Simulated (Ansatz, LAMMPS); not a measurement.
**Amorphous poly(ether ketone) (as short chains C54O8H38), from a frame at 500 K (200 atoms): geometry optimisation**

Wanted: the relaxed structure of amorphous poly(ether ketone) (as short chains C54O8H38), from a frame at 500 K (200 atoms) and its electronic structure.

Main program and level: Ansatz 0.2.0; Kohn-Sham DFT, RPBE+D3(BJ), PAW (set soft_2), plane waves.

**1. The structure**

The cell holds 200 atoms: 108 C, 16 O and 76 H. Its edges and angles: a = 13.558 Å, b = 13.558 Å, c = 13.558 Å, α = 90.0°, β = 90.0°, γ = 90.0°. 2 poly(ether ketone) chains of 4 units with methyl end groups placed at random, at 1.09 g/cm³; overlaps pushed apart, then 20 ps at 800 K with MMFF94 bonds, angles, torsions, charges and radii (Halgren, J. Comput. Chem. 17, 490 (1996)) in harmonic and 12-6 forms. Snapshot after 30 ps at 500 K and fixed volume.

Before any run, some limits are plain. The network of contacts between molecules at the start is that of the classical potential that made the cell. The density was typed from a rule of thumb and may lie off the real one at this temperature. The Brillouin zone is sampled at Γ only, in a cell whose shortest periodic width is 14 Å.

**2. Making the structure**

A classical potential supplies the starting structure, since it reaches far longer times than DFT.

This step: classical MD, MMFF94 bonds, angles, torsions, charges and radii (Halgren, J. Comput. Chem. 17, 490 (1996)) in harmonic and 12-6 forms; charges of ions scaled by 0.8 (LAMMPS 22 Jul 2025 - Update 4).

in.lmp

```
# amorphous poly(ether ketone)
units real
atom_style full
boundary p p p
bond_style harmonic
angle_style harmonic
dihedral_style opls
improper_style harmonic
special_bonds lj 0 0 0.5 coul 0 0 0.75
read_data data.lmp
neigh_modify delay 0 every 1 check yes one 4000
comm_modify cutoff 12.0
timestep 0.5
thermo_style custom step time temp pe press density
thermo_modify norm yes
# push overlapping molecules apart
pair_style soft 2.6
pair_coeff * * 0.0
variable a equal ramp(1,60)
fix ad all adapt 1 pair soft a * * v_a
velocity all create 800 48109 mom yes dist gaussian
fix lim all nve/limit 0.03
fix lan all langevin 800 800 50 48110 zero yes
thermo 1000
run 3000 post no
unfix ad
pair_style lj/cut/coul/long 9.0
pair_modify mix arithmetic tail yes
pair_coeff 1 1 0.0678 3.3680   # C
pair_coeff 2 2 0.0678 3.5860   # C
pair_coeff 3 3 0.0678 3.4070   # C
pair_coeff 4 4 0.0763 2.9870   # O
pair_coeff 5 5 0.0763 3.0430   # O
pair_coeff 6 6 0.0216 2.5400   # H
# [... 18 lines left out ...]
compute msd all msd com yes
thermo 7500
fix md all nvt temp 500 500 100
run 30000 post no
print "== T500: mean square displacement over the hold $(c_msd[4]:%.2f) A^2"
unfix md
uncompute msd
write_dump all custom T500.dump id type xs ys zs modify sort id
```

Started as:

```console
lmp -in in.lmp -log none -nocite
```

Numbers of over 12 decimals in the logs are rounded to 6 here.

The log of the run:

```text
LAMMPS (22 Jul 2025 - Update 4)
Reading data file ...
  orthogonal box = (0 0 0) to (13.5576 13.5576 13.5576)
  200 atoms
  orthogonal box = (0 0 0) to (13.5576 13.5576 13.5576)
  214 bonds
  344 angles
  494 dihedrals
  104 impropers
   Step          Time           Temp          PotEng         Press         Density
         0   0              800            1.6299103     -17765.712      1.0859994
      1000   500            731.30595      4.5065856      5705.9321      1.0859994
      2000   1000           686.75195      3.0344854      14836.608      1.0859994
      3000   1500           618.41385      3.1790451      1905.894       1.0859994
[... 29 lines left out ...]
Loop time of 12.677 s on 1 MPI rank(s) for 20000 steps with 200 atoms
   Step          Time           Temp          PotEng         Press         Density
[... 4 lines left out ...]
Loop time of 12.7554 s on 1 MPI rank(s) for 20000 steps with 200 atoms
   Step          Time           Temp          PotEng         Press         Density
[... 2 lines left out ...]
     52500   51500          556.39734      3.0564826      4357.3249      1.0859994
     60000   59000          544.29797      3.1820426     -956.28916      1.0859994
     67500   66500          463.7299       3.1000789     -5054.596       1.0859994
     72000   71000          490.7914       3.2285318      8375.4978      1.0859994
Loop time of 19.1867 s on 1 MPI rank(s) for 30000 steps with 200 atoms
== T500: mean square displacement over the hold 8.04 A^2
```

The job ended after 47 s (1 thread of Arm Neoverse V2, shared host; peak memory 0.12 GiB).

The input also reads data.lmp (atoms, bonds and types; not printed here).

**3. Single point at the start**

A single point comes first, to see the forces before anything moves.

input.yaml

```yaml
crystal:
  lattice:
    - [13.5576, 0.0, 0.0]
    - [0.0, 13.5576, 0.0]
    - [0.0, 0.0, 13.5576]
  atoms:
    - { symbol: C, position: [0.80208, 0.5298, 0.08396] }
    - { symbol: C, position: [0.91129, 0.55098, 0.10165] }
    - { symbol: C, position: [0.94429, 0.62472, 0.16794] }
    - { symbol: C, position: [0.04039, 0.65687, 0.16266] }
    - { symbol: C, position: [0.10467, 0.60874, 0.09436] }
    - { symbol: C, position: [0.07137, 0.53202, 0.03739] }
    - { symbol: C, position: [0.97713, 0.50087, 0.04252] }
    - { symbol: C, position: [0.20842, 0.63716, 0.09536] }
    - { symbol: O, position: [0.26925, 0.5961, 0.04509] }
    - { symbol: C, position: [0.23918, 0.71633, 0.16532] }
    - { symbol: C, position: [0.20673, 0.80884, 0.14331] }
    - { symbol: C, position: [0.22294, 0.88482, 0.21211] }
    - { symbol: C, position: [0.28515, 0.8704, 0.29229] }
    - { symbol: C, position: [0.31294, 0.77646, 0.31549] }
    - { symbol: C, position: [0.29521, 0.70096, 0.24687] }
    - { symbol: O, position: [0.30952, 0.9505, 0.35625] }
    - { symbol: C, position: [0.38253, 0.9367, 0.42753] }
    - { symbol: C, position: [0.479, 0.90804, 0.41424] }
    - { symbol: C, position: [0.53589, 0.90103, 0.49782] }
    - { symbol: C, position: [0.49298, 0.9086, 0.59342] }
    - { symbol: C, position: [0.39924, 0.93838, 0.6058] }
    - { symbol: C, position: [0.34826, 0.96702, 0.51903] }
    - { symbol: C, position: [0.57022, 0.91296, 0.66824] }
    - { symbol: O, position: [0.65053, 0.94556, 0.64302] }
    - { symbol: C, position: [0.54712, 0.91474, 0.77708] }
    - { symbol: C, position: [0.62548, 0.94685, 0.84445] }
    - { symbol: C, position: [0.61948, 0.91505, 0.93713] }
    - { symbol: C, position: [0.54245, 0.8548, 0.9718] }
    - { symbol: C, position: [0.45924, 0.83652, 0.91425] }
    - { symbol: C, position: [0.47205, 0.85834, 0.815] }
    - { symbol: O, position: [0.55791, 0.80702, 0.06532] }
    - { symbol: C, position: [0.54878, 0.70255, 0.06748] }
    [... 162 atom lines left out ...]
    - { symbol: H, position: [0.88676, 0.06208, 0.53027] }
    - { symbol: H, position: [0.12393, 0.9988, 0.3405] }
    - { symbol: H, position: [0.06786, 0.83304, 0.31652] }
    - { symbol: H, position: [0.02875, 0.28516, 0.44822] }
    - { symbol: H, position: [0.94186, 0.22375, 0.52544] }
    - { symbol: H, position: [0.91916, 0.24751, 0.40256] }
kpoints:
  mp_grid: { grid: [1, 1, 1] }
hamiltonian:
  xc: rpbe
  dispersion: d3bj
scf:
  occupations: { method: fixed }
output:
  forces: true
  stress: true
  populations: true
  dos:
    method: { smearing: { sigma: 0.15 } }
    de: 0.1
    projected: { site_lists: { C: [C], H: [H], O: [O] } }
  eigenvalues: true
```

Started as:

```console
ansatz run input.yaml --threads 4 --pin off --max-ram 8192MiB --backend cpu --events-out ev --progress --plain --runs-dir out
```

The log of the run:

```text
Engine: ansatz 0.2.0, aarch64-unknown-linux-gnu
Pseudopotentials: kind: paw
Pseudopotential: C, paw, valence charge 4, recommended cutoff 420 eV (normal), C.paw.azcp
Pseudopotential: O, paw, valence charge 6, recommended cutoff 420 eV (normal), O.paw.azcp
Pseudopotential: H, paw, valence charge 1, recommended cutoff 420 eV (normal), H.paw.azcp
Functional definition: RPBE
  parameter kappa = 0.804
  parameter beta = 0.066725
  exchange = rpbe_x(kappa = kappa, mu = beta*pi^2/3)
  correlation = pbe_c(beta = beta)
Crystal: 200 atoms, lattice volume = 2492.002 Å³
Basis set: ecut = 420 eV, 48693 PW (Γ), exchange–correlation on 192×192×192 points (8 copies of the dense FFT grid, shifted against one another)
Bands: 502, of which v1, the nominal top of the filled ones, is band 302 counted from 1 (301 counted from 0)
Symmetry: 1 space group operations
Space group: P1 (ITA 1), of the structure as read, at distance tolerance 1.4e-4 Å
k-points: 1
Non-local potential: C, projectors of the file, l = 0: 2, l = 1: 2, l = 2: 1
Non-local potential: O, projectors of the file, l = 0: 2, l = 1: 2, l = 2: 1
Non-local potential: H, projectors of the file, l = 0: 2, l = 1: 1
PAW form: soft (Blöchl's): semilocal exchange-correlation on the pseudo side does not see the compensation charge
PAW frozen core: C, regenerated for the run's functional, and the local potential with it (the file was generated under x = pbe(κ = 0.804, μ = 0.219515), c = pbe(β = 0.066725))
PAW frozen core: O, regenerated for the run's functional, and the local potential with it (the file was generated under x = pbe(κ = 0.804, μ = 0.219515), c = pbe(β = 0.066725))
PAW one-centre angular grid: C, 110 points (default); XC on 64 Gauss nodes
PAW one-centre angular grid: O, 110 points (default); XC on 64 Gauss nodes
PAW one-centre angular grid: H, 110 points (default); XC on 64 Gauss nodes
Initial density: superposition of atomic densities (neutral atoms: chi_scale 0, normalization atom), corrected by the library's trained network
Initial wavefunctions: pseudopotential atomic-orbital guess
Functional: x = rpbe, c = pbe(β = 0.066725)
SCF iter   1: F=—  HF=-37578.042125 eV  |F-HF|=—  |Δ(HF+E_count)|=         —  Δρ=6.47e-3  dr2=1.03e0  ethr=1.77e-3  ⟨swp⟩=5.0  Hψ=1762  notcnv=0  defer=197
preconditioner: auto → Resta (q_TF=auto, 2.154 Å⁻¹)  ε∞=2.5  [insulator: Δε(μ)=2.520 eV  Ē_g=14.977 eV  n_scr=436 (ndim 8)  ℏωp=18.1 eV  f_vac=0.301  ε∞_Penn≈2.5]
SCF iter   2: F=—  HF=-37577.895457 eV  |F-HF|=—  |Δ(HF+E_count)|=   1.47e-1  Δρ=3.31e-3  dr2=1.91e-1  ethr=1.71e-4  ⟨swp⟩=2.0  Hψ=873  notcnv=0  defer=198
SCF iter   3: F=—  HF=-37577.894474 eV  |F-HF|=—  |Δ(HF+E_count)|=   9.83e-4  Δρ=1.67e-3  dr2=6.43e-2  ethr=3.16e-5  ⟨swp⟩=2.0  Hψ=605  notcnv=0  defer=198
SCF iter   4: F=—  HF=-37577.888788 eV  |F-HF|=—  |Δ(HF+E_count)|=   5.69e-3  Δρ=7.33e-4  dr2=1.32e-2  ethr=1.06e-5  ⟨swp⟩=2.0  Hψ=605  notcnv=0  defer=198
SCF iter   5: F=—  HF=-37577.884745 eV  |F-HF|=—  |Δ(HF+E_count)|=   4.04e-3  Δρ=2.18e-4  dr2=1.30e-3  ethr=2.19e-6  ⟨swp⟩=2.0  Hψ=873  notcnv=0  defer=198
SCF iter   6: F=—  HF=-37577.883999 eV  |F-HF|=—  |Δ(HF+E_count)|=   7.46e-4  Δρ=1.12e-4  dr2=3.20e-4  ethr=2.15e-7  ⟨swp⟩=2.0  Hψ=609  notcnv=0  defer=193
SCF iter   7: F=—  HF=-37577.883786 eV  |F-HF|=—  |Δ(HF+E_count)|=   2.14e-4  Δρ=4.99e-5  dr2=6.60e-5  ethr=5.29e-8  ⟨swp⟩=2.0  Hψ=606  notcnv=0  defer=192
SCF iter   8: F=—  HF=-37577.883973 eV  |F-HF|=—  |Δ(HF+E_count)|=   1.88e-4  Δρ=1.58e-5  dr2=7.19e-6  ethr=1.09e-8  ⟨swp⟩=2.0  Hψ=604  notcnv=0  defer=192
SCF iter   9: F=—  HF=-37577.883971 eV  |F-HF|=—  |Δ(HF+E_count)|=   1.76e-6  Δρ=7.36e-6  dr2=1.59e-6  ethr=1.19e-9  ⟨swp⟩=2.0  Hψ=611  notcnv=0  defer=192
SCF iter  10: F=—  HF=-37577.883971 eV  |F-HF|=—  |Δ(HF+E_count)|=   1.23e-7  Δρ=3.68e-6  dr2=3.72e-7  ethr=2.63e-10  ⟨swp⟩=2.0  Hψ=606  notcnv=0  defer=192
SCF iter  11: F=-37577.883971 eV  HF=-37577.883971 eV  |F-HF|=5.14e-8  |Δ(HF+E_count)|=   5.90e-8  Δρ=1.55e-6  dr2=6.20e-8  ethr=1.66e-11  ⟨swp⟩=19.0  Hψ=3854  notcnv=0
SCF 1 converged in 11 iterations: F = -37577.883971 eV  dr2 = 6.20e-8
  greatest PAW one-centre occupation: 0.883 electrons in one spin orbital (limit 2), on the O atom at site 153 (counted from 0), in its partial waves of l = 0
SCF converged after 11 iterations
Free energy (F): -37577.883971 eV
Harris-Foulkes:  -37577.883971 eV  (|F-HF|=5.14e-8)
Internal energy: -37577.883971 eV  (E = F + TS)
E sigma→0 (E₀):  -37577.883971 eV
Fermi energy:    0.069543 eV
--- Per-component energies (eV) ---
  E_band       = -4618.927507
  E_kinetic    = 13688.041212
  E_local      = -48726.226693  (includes V_loc(G=0)·N_el)
  E_nonlocal   = 3802.074210
  E_hartree    = 18363.531269
  E_xc         = -7068.014276
  E_vxc        = -8797.487390  (∫ρ·V_xc dr)
  E_paw        = -13451.343715  (= ΣΔE_a)
  E_vpaw       = -1312.318142  (= ΣTr[D̂ρ^β])
  E_aug_tail   = -0.066756  (compensation charges beyond the density's cutoff)
  E_ewald      = -4142.345655
  E_disp       = -41.599190  (pairwise vdW)
  E_core_change = -1.934378  (= ΣΔE_core)
  E_smearing   = -0.000000  (= −TS)
  E_closure    = 0.000000  (closes the sum)
  Σ components = -37577.883971   (vs F -37577.883971, Δ=0.00e0)
--- Forces (eV/Å), atoms counted from 1 ---
  atom   1  C      1.14848768     3.47967534    -2.19958707
  atom   2  C     -1.18642422    -0.74390186     0.03177844
  atom   3  C     -1.64368937    -0.67609692    -0.59002978
  atom   4  C     -0.49767638    -1.74198373    -1.53197353
  atom   5  C     -0.09876014     1.30492592     1.65130190
  atom   6  C      1.93277048    -0.82020819    -1.63861634
  atom   7  C     -1.36405509    -0.15320320    -1.25642170
  atom   8  C     -0.25805412     0.24363143     0.75794450
  atom   9  O      1.68487538    -1.09703124    -1.43174638
  atom  10  C     -0.42898715    -0.77127763    -1.69952832
  atom  11  C     -1.02782524     2.29382504     0.73064474
  atom  12  C      0.22099983     0.43626724    -1.46265364
  atom  13  C     -0.07184313     1.60004934     0.94845666
  atom  14  C      0.37105065    -0.76763336    -1.42627749
[...]
atom 199  H     -0.23074783    -0.52949352     0.99885147
  atom 200  H     -1.76905438    -0.23472019    -1.81036237
  max |Σ_I F_I| component: 6.16e-5 eV/Å
--- Stress (GPa, compression-positive) ---
        3.658702       0.672364      -0.316009
        0.672363       3.744771       0.278576
       -0.316009       0.278577       2.414824
  P = ⅓ Tr σ = 3.2728 GPa (32.728 kbar)
--- Band table (eV) ---
  k-point 0: bands = ["-22.9806", "-22.4781", "-22.3465", "-22.0284", [... 486 levels ...], "10.6718", "10.6878", "10.7008", "10.7291", "10.7807", "10.7845", "10.8051", "10.8491", "10.8656", "10.8935", "10.9323", "10.9687"]
--- Löwdin populations: 200 sites ---
  site symbol       q [e]
     0      C      4.4533
     1      C      3.9037
     2      C      4.1325
[...]
199      H      0.7931
  spilling = 0.013159 (of n_electrons = 604.000000)
```

Wall time 52 s (4 threads of Arm Neoverse V2, shared host); peak memory 3.3 GiB; 3.3 min of CPU time.

In the SCF lines HF is the Harris–Foulkes energy and dr2 the Hartree energy of the density residual, in eV; the loop may stop once dr2 is under the threshold and the program's other checks hold. Hψ counts applications of the Hamiltonian.

Read from the output:

```yaml
free_energy: -37577.8840 eV
free_energy_per_atom: -187.8894 eV/atom
scf_cycles: 11
pressure: 3.273 GPa
r_m_s_force_component: 1.29 eV/Å
longest_force: 5.918 eV/Å
fermi_energy: 0.06954 eV
spacing_of_highest_filled_and_lowest_empty_level: 2.282 eV
spilling_of_the_projection: 0.01316
```

The r.m.s. force component of 1.3 eV/Å and the pressure of 3.3 GPa set the starting point.

Neighbours are counted within 1.85 Å (C-C), 1.34 Å (C-H), 1.73 Å (C-O).

Length of the force by element and coordination:

```tsv
element	coordination	atoms	mean length of the force (eV/Å)	spread	least	most
C	all	108	2.44	1.15	0.415	5.92
C	3	104	2.41	1.14	0.415	5.92
C	4	4	3.17	1.02	2.03	4.27
H	all	76	1.21	0.773	0.110	4.16
O	all	16	1.76	0.748	0.788	3.22
O	1	8	1.86	0.721	0.788	3.07
O	2	8	1.66	0.761	0.799	3.22
```

(Part 1 of 3 ends here.)

[Logs are printed without paths, hosts, clocks, repeated set-up lines and the standing remarks that a program may print on its own settings, such as how far it seeks lower states.]

[Hosts, paths, dates, database ids (printed as entryN), source tags and the programs' standing remarks are cut or masked in the printed files.]

[The MMFF94 radii named for the starting cell were scaled by 0.96; in molecules described by MMFF94, hydrogen bound to N, O or S took a small fixed 12-6 site in their place.]
